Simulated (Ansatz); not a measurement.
## Te on W(110): change of the work function: the clean slab

Ansatz 0.2.0; plane-wave DFT, r2SCAN, Ansatz PAW.

Contents of input.yaml:

```yaml
crystal:
  lattice:
    - [2.2344574285, -1.58, 0.0]
    - [2.2344574285, 1.58, 0.0]
    - [0.0, 0.0, 24.7033722856]
  atoms:
    - { symbol: W, position: [0.0, 0.0, 0.3643227287] }
    - { symbol: W, position: [0.5, 0.5, 0.4547742429] }
    - { symbol: W, position: [0.0, 0.0, 0.5452257571] }
    - { symbol: W, position: [0.5, 0.5, 0.6356772713] }
kpoints:
  mp_grid: { grid: [12, 12, 1] }
hamiltonian:
  xc: r2scan
scf:
  occupations: { method: fermi_dirac, width: 0.1 }
  convergence: { dr2_threshold: 1.0e-08 }
efield:
  axis: 3
  dipole_correction: true
  ramp_position: 0.97
  ramp_width: 0.06
relax:
  f_tol: 0.02
  max_steps: 60
  constraints: [{ sites: [0, 1] }]
output:
  write_potential: true
  write_density: true
  volumetric_format: npy
```

On the command line:

```
> ansatz run input.yaml --threads 4 --pin off --max-ram 12288MiB --backend cpu --events-out ev --progress --plain --runs-dir out
```

Q: Predict the work function, upper face; work function, lower face; and electron's electrostatic potential energy less the Fermi level against z.

In the vacuum the potential turns flat, and its height over the Fermi level, 4.98 eV, is the work function of the face beside that plateau.

Forces are held to the 4 operations that the run works with; a distortion that breaks them can't arise in this run.

Relaxation path:

```csv
step,energy less that of the first step (eV),largest force component (eV/Å)
1,0.0000,0.7143
2,0.1023,1.8824
3,-0.0182,0.2247
4,-0.0206,0.0220
5,-0.0206,0.0059
```

Relaxation step 2 was tried and not accepted.

The atoms that moved most (Å):

```csv
atom,dx,dy,dz,length
W4,0.000,0.000,-0.047,0.047
W3,0.000,0.000,0.018,0.018
```

Numbers from this step:

```
work function, upper face      : 4.900 eV
work function, lower face      : 4.983 eV
dipole along the normal        : 0.003234 e·Å
step between the vacuum levels : -0.08288 eV
```

Running mean over 2.234 Å of the planar mean; the ramp of the sawtooth is left out. The electron's electrostatic potential energy less the Fermi level by z:

z (Å), electron's electrostatic potential energy less the Fermi level (eV) and a bar from the least value:
```
      3.0        5.0 ##############################
      3.5        5.0 ##############################
      4.0        5.0 ##############################
      4.5        5.0 ##############################
      5.0        5.0 ##############################
      5.5        4.9 ##############################
      6.0        4.8 ##############################
      6.5        4.5 #############################
      7.0        3.4 ###########################
      7.5        0.0 ######################
      8.0       -5.6 ############
      8.5      -10.4 #####
      9.0      -12.1 ##
      9.5      -12.3 #
     10.0      -12.4 #
     10.5      -12.5 #
     11.0      -12.6 #
     11.5      -12.6 #
     12.0      -12.5 #
     12.5      -12.5 #
     13.0      -12.6 #
     13.5      -12.7 #
     14.0      -13.0 
     14.5      -13.2 
     15.0      -12.9 
     15.5      -12.3 #
     16.0      -11.2 ###
     16.5       -7.4 ##########
     17.0       -1.7 ###################
     17.5        2.6 ##########################
     18.0        4.2 #############################
     18.5        4.7 ##############################
     19.0        4.8 ##############################
     19.5        4.9 ##############################
     20.0        4.9 ##############################
     20.5        4.9 ##############################
     21.0        4.9 ##############################
     21.5        4.9 ##############################
```

[Logs are printed without paths, hosts, clocks, repeated set-up lines and the standing remarks that a program may print on its own settings, such as how far it seeks lower states.]

[Hosts, paths, dates, database ids (printed as entryN), source tags and the programs' standing remarks are cut or masked in the printed files.]

[Maps of the electrostatic potential energy from Ansatz leave out the sawtooth potential of an applied field or a dipole correction, so their vacuum need not be flat; planar profiles and work functions include it.]
